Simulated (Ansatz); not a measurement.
# 3-layer 1T-VSSe (AA) in a perpendicular field, part 3 of 3

Aim: how the 3-layer 1T-VSSe (AA) screens a field along its normal, and what the field does to its bands. A positive field points along +c.

Ansatz 0.2.0; plane-wave DFT, LDA+U, Ansatz PAW.

So far. Step 5 (Atoms held, field -0.05 V/Å): The dipole is -0.0663 e·Å, -0.0444 e·Å from its value without field. Step 6 (Single point, field 0.1 V/Å): The dipole is 0.0671 e·Å, 0.0889 e·Å from its value without field.

**7. Single point, field 0.2 V/Å**

input.yaml reads:

```yaml
crystal:
  lattice:
    - [3.328875269, 0.0, 0.0]
    - [-1.6644376345, 2.882890549, 0.0]
    - [0.0, 0.0, 32.6403892701]
  atoms:
    - { symbol: Se, position: [0.6666666667, 0.3333333333, 0.2757320057], spin: -0.2 }
    - { symbol: V, position: [0.0, 0.0, 0.3270059935], spin: 1.59 }
    - { symbol: S, position: [0.3333333333, 0.6666666667, 0.367913076], spin: -0.16 }
    - { symbol: Se, position: [0.6666666667, 0.3333333333, 0.4542840836], spin: -0.21 }
    - { symbol: V, position: [0.0, 0.0, 0.5052562717], spin: 1.58 }
    - { symbol: S, position: [0.3333333333, 0.6666666667, 0.5462279244], spin: -0.17 }
    - { symbol: Se, position: [0.6666666667, 0.3333333333, 0.6323375677], spin: -0.22 }
    - { symbol: V, position: [0.0, 0.0, 0.6833941515], spin: 1.57 }
    - { symbol: S, position: [0.3333333333, 0.6666666667, 0.7242679943], spin: -0.16 }
magnetization:
  spin_polarized: true
kpoints:
  mp_grid: { grid: [18, 18, 1] }
  band_path:
    path: [[0, 0, 0], [0.5, 0, 0], [0.33333333, 0.33333333, 0], [0, 0, 0]]
    npoints: 16
hamiltonian:
  xc: lda
  hubbard: { sites: [{ species: V, l: d, u_eff: 4.0 }] }
scf:
  occupations: { method: fermi_dirac, width: 0.05 }
  convergence: { dr2_threshold: 1.0e-10 }
efield:
  axis: 3
  dipole_correction: true
  ramp_position: 0.9617
  ramp_width: 0.072
  amplitude: 0.2
output:
  write_potential: true
  write_density: true
  volumetric_format: npy
```

The run is started by

```console
$ ansatz run input.yaml --threads 8 --pin off --max-ram 12288MiB --backend cpu --events-out ev --progress --plain --runs-dir out
```

Numbers of over 12 decimals in the logs are rounded to 6 here.

What it wrote:

```text
[...]
Crystal: 9 atoms, lattice volume = 313.243 Å³
Basis set: ecut = 420 eV, 6205 PW (Γ)
Bands: 67, of which v1, the nominal top of the filled ones, is band 53 counted from 1 (52 counted from 0)
Symmetry: 6 space group operations
k-points: 37 of 324 (time reversal used)
[...]
Starting moments: Σ|m| = 5.86 μB on 9 of 9 sites
[...]
k-point 1 ↑: bands = [... 49 lower, 1.0106, 1.8365, 2.8253, 2.9275, 2.9798, 3.1580, 3.2698, 3.3352, ... 10 higher]
  k-point 2 ↑: bands = [... 49 lower, 1.2218, 1.9000, 2.2545, 2.3686, 2.4421, 3.1206, 3.2407, 3.3192, ... 10 higher]
  k-point 36 ↓: bands = [... 49 lower, 0.3635, 0.4818, 5.0166, 5.0387, 5.0590, 5.3878, 5.4605, 5.5442, ... 10 higher]
Occupation matrices written to <dir>
[key lines of the parts left out:]
SCF converged after 92 iterations
Magnetization: 4.1648 μB (54.5824 up, 50.4176 down)
Free energy (F): -27334.959080 eV
Fermi energy:    2.123833 eV
Dipole field:    D = 0.090116 V/Å  (p = 0.155999 e·Å, saw-weighted, corrected)
```

Run time: 11 min. Hardware: 8 threads of Arm Neoverse V2, shared host; peak memory 8.3 GiB.

The dipole is 0.156 e·Å, 0.178 e·Å from its value without field.

**8. Atoms held, field 0.3 V/Å**

input.yaml, as its differences from that of step 7:

```diff
@@ -31,6 +31,8 @@
   dipole_correction: true
-  ramp_position: 0.9617
-  ramp_width: 0.072
-  amplitude: 0.2
+  ramp_position: 0.9595
+  ramp_width: 0.0764
+  amplitude: 0.3
 output:
+  dos: { projected: true, e_range: [-6, 5] }
+  bader: true
   write_potential: true
@@ -38 +40,2 @@
   volumetric_format: npy
+  elf: true
```

What it wrote:

```text
[...]
Crystal: 9 atoms, lattice volume = 313.243 Å³
Basis set: ecut = 420 eV, 6205 PW (Γ)
Bands: 67, of which v1, the nominal top of the filled ones, is band 53 counted from 1 (52 counted from 0)
Symmetry: 6 space group operations
k-points: 37 of 324 (time reversal used)
[...]
Starting moments: Σ|m| = 5.86 μB on 9 of 9 sites
[...]
1      V      1.3321     0.0015     1.7998
     2      S     -0.7909     0.0012    -0.1310
     3     Se     -0.5403     0.0003    -0.2528
     4      V      1.3258     0.0015     1.7744
     5      S     -0.7839     0.0012    -0.1453
     6     Se     -0.5379     0.0002    -0.2623
     7      V      1.3353     0.0014     1.7522
     8      S     -0.7535     0.0012    -0.1420
  estimated error of the sums over rays = 5.2e-4 e
[key lines of the parts left out:]
SCF converged after 96 iterations
Magnetization: 4.1631 μB (54.5815 up, 50.4185 down)
Free energy (F): -27334.979128 eV
Fermi energy:    2.122611 eV
Dipole field:    D = 0.141498 V/Å  (p = 0.244945 e·Å, saw-weighted, corrected)
```

Elapsed: 11 min, on 8 threads; peak memory 8.3 GiB; 85 min of CPU time.

The dipole is 0.245 e·Å, 0.267 e·Å from its value without field.

**9. Response, atoms held**

This step: plane-wave DFT, LDA+U, Ansatz PAW; response to a field along the normal, atoms held (Ansatz 0.2.0).

The dipoles give the slope, and the difference of two potentials shows where the field is screened.

Numbers from this step:

| Property | Result |
| --- | --- |
| equivalent conductor thickness p/(ε₀AE) | 16.76 Å |
| distance between the outer atoms | 14.64 Å |

The dipole of the cell by applied field:

```csv
applied field (V/Å),dipole of the cell (e·Å)
-0.050,-0.0663
0.000,-0.0218
0.050,0.0226
0.100,0.0671
0.200,0.156
0.300,0.245
```

The total moment stays at 4.17 μB for applied field from -0.05 to 0.3 V/Å.

Local field over the applied field, running mean. From the potentials at -0.05 and 0.05 V/Å; running mean over 2.5 Å. Local field over applied field against z:

```
z (Å)  local field over applied field
    5                           0.996
    6                           0.963
    7                           0.792
    8                           0.454
    9                           0.131
   10                          0.0175
   11                          0.0119
   12                         0.00226
   13                        -0.00227
   14                        -0.00238
   15                         -3.9e-4
   16                         -3.2e-4
   17                         -8.7e-4
   18                        -0.00275
   19                        -0.00746
   20                         -2.7e-4
   21                          0.0101
   22                          0.0197
   23                          0.0558
   24                           0.272
   25                           0.628
   26                           0.910
   27                           0.990
   28                           0.999
```

The induced electron density oscillates, so the rows of the table below give means over windows of 1 Å about each position, cut where the curve ends. Its maxima inside the range that stand out by 2 % of the span (Å: e/Å³ per V/Å): 8.0: 0.00347, 10.7: 8.6e-4, 12.0: 1.1e-4, 21.8: 2.0e-4, 22.8: 5.1e-4. Its minima: 10.2: -0.00114, 11.2: -1.5e-4, 20.5: -2.8e-4, 22.2: -4.6e-4, 24.5: -0.00374.

Electrons, planar mean, per unit field. Table of induced electron density by z; means over each step:

| z (Å) | induced electron density (e/Å³ per V/Å) |
| --- | --- |
| 5 | 2.1e-5 |
| 6 | 2.0e-4 |
| 7 | 0.00136 |
| 8 | 0.00293 |
| 9 | 0.00115 |
| 10 | -4.3e-4 |
| 11 | 2.4e-4 |
| 12 | 7.4e-5 |
| 13 | -4.8e-7 |
| 14 | -2.2e-5 |
| 15 | -9.0e-7 |
| 16 | 4.6e-6 |
| 17 | -4.3e-6 |
| 18 | 1.2e-5 |
| 19 | 5.7e-5 |
| 20 | -1.1e-4 |
| 21 | -7.4e-5 |
| 22 | -8.5e-5 |
| 23 | -1.4e-4 |
| 24 | -0.00195 |
| 25 | -0.00266 |
| 26 | -5.3e-4 |
| 27 | -5.3e-5 |
| 28 | -4.5e-6 |

By hand: between -0.05 and 0.05 V/Å the dipole changes by 0.08890 e·Å, a slope of 0.8890 e·Å²/V. A perfect conductor of thickness t has p = ε₀AEt, so t = 180.95 × 0.8890 / 9.597 = 16.76 Å (e/ε₀ = 180.95 V·Å, A in Å²).

The induced dipole is that of a conductor 16.76 Å thick.

**10. A changed input**

This step: plane-wave DFT, LDA+U, Ansatz PAW (Ansatz 0.2.0).

A run with a changed input: it repeats the earlier run at 0.05 V/Å with crystal.symmetry to detect: false.

input.yaml, as its differences from that of step 8:

```diff
@@ -15,2 +15,3 @@
     - { symbol: S, position: [0.3333333333, 0.6666666667, 0.7242679943], spin: -0.16 }
+  symmetry: { detect: false }
 magnetization:
@@ -31,8 +32,6 @@
   dipole_correction: true
-  ramp_position: 0.9595
-  ramp_width: 0.0764
-  amplitude: 0.3
+  ramp_position: 0.97
+  ramp_width: 0.06
+  amplitude: 0.05
 output:
-  dos: { projected: true, e_range: [-6, 5] }
-  bader: true
   write_potential: true
@@ -40,2 +39 @@
   volumetric_format: npy
-  elf: true
```

What it wrote:

```text
Se: projections on atomic orbitals take those of the free atom [Ar] 3d10 4s2 4p4, of charge +0.00 (hamiltonian.pseudopotentials.projection_atoms); the dataset's partial waves leave at most 2.3e-6 of an orbital's norm unspanned inside its sphere
V: projections on atomic orbitals take those of the free atom [Ne] 3s2 3p6 3d3 4s2, of charge +0.00 (hamiltonian.pseudopotentials.projection_atoms); the dataset's partial waves leave at most 5.8e-7 of an orbital's norm unspanned inside its sphere
S: projections on atomic orbitals take those of the free atom [Ne] 3s2 3p4, of charge +0.00 (hamiltonian.pseudopotentials.projection_atoms); the dataset's partial waves leave at most 1.6e-7 of an orbital's norm unspanned inside its sphere
Engine: ansatz 0.2.0, aarch64-unknown-linux-gnu
Pseudopotentials: kind: paw
Pseudopotential: Se, paw, valence charge 16, recommended cutoff 420 eV (normal), Se.paw.azcp
Pseudopotential: V, paw, valence charge 13, recommended cutoff 420 eV (normal), V.paw.azcp
Pseudopotential: S, paw, valence charge 6, recommended cutoff 420 eV (normal), S.paw.azcp
Functional definition: SPW92
  exchange = slater_x
  correlation = pw_c
Crystal: 9 atoms, lattice volume = 313.243 Å³
Basis set: ecut = 420 eV, 6205 PW (Γ)
Bands: 67, of which v1, the nominal top of the filled ones, is band 53 counted from 1 (52 counted from 0)
Symmetry: 1 space group operations
k-points: 164 of 324 (time reversal used)
Non-local potential: Se, projectors of the file, l = 0: 2, l = 1: 2, l = 2: 3, l = 3: 1
Non-local potential: V, projectors of the file, l = 0: 3, l = 1: 2, l = 2: 3, l = 3: 1
Non-local potential: S, projectors of the file, l = 0: 2, l = 1: 2, l = 2: 2
PAW form: soft (Blöchl's): semilocal exchange-correlation on the pseudo side does not see the compensation charge
PAW frozen core: Se, regenerated for the run's functional, and the local potential with it (the file was generated under x = pbe(κ = 0.804, μ = 0.219515), c = pbe(β = 0.066725))
PAW frozen core: V, regenerated for the run's functional, and the local potential with it (the file was generated under x = pbe(κ = 0.804, μ = 0.219515), c = pbe(β = 0.066725))
PAW frozen core: S, regenerated for the run's functional, and the local potential with it (the file was generated under x = pbe(κ = 0.804, μ = 0.219515), c = pbe(β = 0.066725))
PAW one-centre angular grid: Se, 590 points (default); XC on 64 Gauss nodes
PAW one-centre angular grid: V, 590 points (default); XC on 64 Gauss nodes
PAW one-centre angular grid: S, 110 points (default); XC on 64 Gauss nodes
Initial density: superposition of atomic densities (neutral atoms: chi_scale 0, normalization atom, screened)
Starting moments: Σ|m| = 5.86 μB on 9 of 9 sites
Initial wavefunctions: pseudopotential atomic-orbital guess
Functional: x = slater, c = lda
[...]
Mixer restart at iter 7: flushing history
spin-set hold released at iteration 7 (site moments contracting): the magnetisation degrees of freedom join the quasi-Newton model from the next iteration; the mixer history was flushed
SCF iter   8: F=—  HF=-27402.953940 eV  |F-HF|=—  |Δ(HF+E_count)|=    6.87e1  Δρ=1.47e-1 (↑1.37e-1 ↓1.47e-1)  dr2=7.86e3  dr2_m=4.99e0  M=1.051 μB ∫|m|=1.946 μB  β_m=1.20  ethr=2.75e-3  p=-0.620 e·Å  D=-3.58e-1 V/Å  ΔV_dip=11.69 eV  dr2_dipole=6.38e3  V_vac-E_F(+/−)=10.05/-3.15 eV  ⟨swp⟩=13.5  Hψ=117808  notcnv=0  defer=1737  κ⁻¹=1.0e0(r=1)
SCF iter   9: F=—  HF=-27339.257918 eV  |F-HF|=—  |Δ(HF+E_count)|=    6.37e1  Δρ=7.69e-2 (↑7.69e-2 ↓1.45e-2)  dr2=2.79e2  dr2_m=3.51e0  M=4.907 μB ∫|m|=6.921 μB  β_m=1.20  ethr=2.75e-3  p=0.151 e·Å  D=8.75e-2 V/Å  ΔV_dip=-2.86 eV  dr2_dipole=3.71e1  V_vac-E_F(+/−)=4.32/5.67 eV  ⟨swp⟩=4.6  Hψ=44582  notcnv=0  defer=1363  κ⁻¹=4.9e-3(r=2)
[...]
SCF iter  56: F=—  HF=-27353.772690 eV  |F-HF|=—  |Δ(HF+E_count)|=    1.80e1  Δρ=6.59e-2 (↑6.59e-2 ↓3.70e-2)  dr2=1.23e3  dr2_m=2.52e0  M=6.281 μB ∫|m|=7.106 μB  β_m=1.20  ethr=4.76e-5  p=0.369 e·Å  D=2.13e-1 V/Å  ΔV_dip=-6.96 eV  dr2_dipole=5.35e2  V_vac-E_F(+/−)=10.00/15.51 eV  ⟨swp⟩=20.0  Hψ=219111  notcnv=0  defer=2787  κ⁻¹=1.0e0(r=1)
SCF iter  57: F=—  HF=-27349.172401 eV  |F-HF|=—  |Δ(HF+E_count)|=    4.60e0  Δρ=6.07e-2 (↑6.07e-2 ↓3.07e-2)  dr2=7.87e2  dr2_m=3.18e0  M=7.205 μB ∫|m|=7.421 μB  β_m=1.20  ethr=4.76e-5  p=-0.764 e·Å  D=-4.41e-1 V/Å  ΔV_dip=14.41 eV  dr2_dipole=5.11e2  V_vac-E_F(+/−)=17.11/1.25 eV  ⟨swp⟩=19.2  Hψ=223348  notcnv=0  defer=2155  κ⁻¹=5.1e-2(r=2)
SCF iter  58: F=—  HF=-27335.034057 eV  |F-HF|=—  |Δ(HF+E_count)|=    1.41e1  Δρ=5.59e-3 (↑5.59e-3 ↓5.55e-3)  dr2=2.43e0  dr2_m=4.54e-2  M=4.244 μB ∫|m|=6.950 μB  β_m=1.20  ethr=4.76e-5  p=-0.159 e·Å  D=-9.20e-2 V/Å  ΔV_dip=3.00 eV  dr2_dipole=1.83e-1  V_vac-E_F(+/−)=9.66/5.20 eV  ⟨swp⟩=10.4  Hψ=121223  notcnv=0  defer=1806  κ⁻¹=2.2e-4(r=3)
SCF iter  59: F=—  HF=-27334.986985 eV  |F-HF|=—  |Δ(HF+E_count)|=         —  Δρ=3.05e-3 (↑3.05e-3 ↓2.69e-3)  dr2=2.68e-1  dr2_m=1.50e-2  M=4.158 μB ∫|m|=7.069 μB  β_m=1.20  ethr=4.76e-5  p=-0.158 e·Å  D=-9.15e-2 V/Å  ΔV_dip=2.99 eV  dr2_dipole=4.38e-2  V_vac-E_F(+/−)=9.84/5.38 eV  ⟨swp⟩=5.6  Hψ=52911  notcnv=0  defer=1740
Mixer restart at iter 59: flushing history
SCF iter  60: F=—  HF=-27335.099840 eV  |F-HF|=—  |Δ(HF+E_count)|=   1.13e-1  Δρ=7.03e-3 (↑7.03e-3 ↓2.83e-3)  dr2=5.60e0  dr2_m=3.15e-2  M=4.112 μB ∫|m|=7.173 μB  β_m=1.20  ethr=4.76e-5  p=-0.042 e·Å  D=-2.40e-2 V/Å  ΔV_dip=0.78 eV  dr2_dipole=1.61e0  V_vac-E_F(+/−)=8.92/6.66 eV  ⟨swp⟩=6.6  Hψ=51496  notcnv=0  defer=1852  κ⁻¹=1.0e0(r=1)
Mixer restart at iter 60: flushing history
SCF iter  61: F=—  HF=-27333.595342 eV  |F-HF|=—  |Δ(HF+E_count)|=         —  Δρ=1.21e-2 (↑1.21e-2 ↓2.94e-3)  dr2=8.21e0  dr2_m=1.28e-1  M=4.104 μB ∫|m|=7.142 μB  β_m=1.00  ethr=4.76e-5  p=-0.133 e·Å  D=-7.71e-2 V/Å  ΔV_dip=2.52 eV  dr2_dipole=5.90e0  V_vac-E_F(+/−)=9.38/5.38 eV  ⟨swp⟩=4.9  Hψ=45878  notcnv=0  defer=1901
Mixer restart at iter 61: flushing history
SCF iter  62: F=—  HF=-28730.421047 eV  |F-HF|=—  |Δ(HF+E_count)|=    1.40e3  Δρ=4.64e-1 (↑4.64e-1 ↓4.23e-1)  dr2=1.00e5  dr2_m=9.88e0  M=3.784 μB ∫|m|=4.510 μB  β_m=1.20  ethr=4.76e-5  p=4.386 e·Å  D=2.53e0 V/Å  ΔV_dip=-82.70 eV  dr2_dipole=1.26e5  V_vac-E_F(+/−)=-18.59/62.60 eV  ⟨swp⟩=45.9  Hψ=854488  notcnv=1032  defer=3175
```

Elapsed: 16 min, on 8 threads; peak memory 5.7 GiB.

Residual by cycle:

cycle, log10 residual and a bar from the least value:
```
        1        0.9 ################
        7        0.6 ###############
       12       -0.2 ############
       18        0.2 ##############
       23       -2.2 #####
       29       -2.0 ######
       34       -3.7 
       40       -3.8 
       45       -3.3 ##
       51       -0.3 ############
       56        3.1 ########################
       62        5.0 ##############################
```

The run was cut off at its time limit.

After 62 cycles the residual stands at 1.0e5.

**11. What came out**

* gap without field: none
* work function, upper face: 6.35 eV
* step between the vacuum levels: 0.411 eV
* equivalent conductor thickness, atoms held: 16.8 Å

**Reading.** The induced dipole equals that of a perfect conductor 16.76 Å thick, while the outer atoms lie 14.64 Å apart. The two faces differ: the vacuum level above lies 0.41 eV higher than the one below. There is no gap over 0.03 eV, with or without the field. The magnetic order is the one reached from the typed start; other orders were not compared. Spin-orbit coupling is left out.

[Logs are printed without paths, hosts, clocks, repeated set-up lines and the standing remarks that a program may print on its own settings, such as how far it seeks lower states.]

[Hosts, paths, dates, database ids (printed as entryN), source tags and the programs' standing remarks are cut or masked in the printed files.]

[Maps of the electrostatic potential energy from Ansatz leave out the sawtooth potential of an applied field or a dipole correction, so their vacuum need not be flat; planar profiles and work functions include it.]
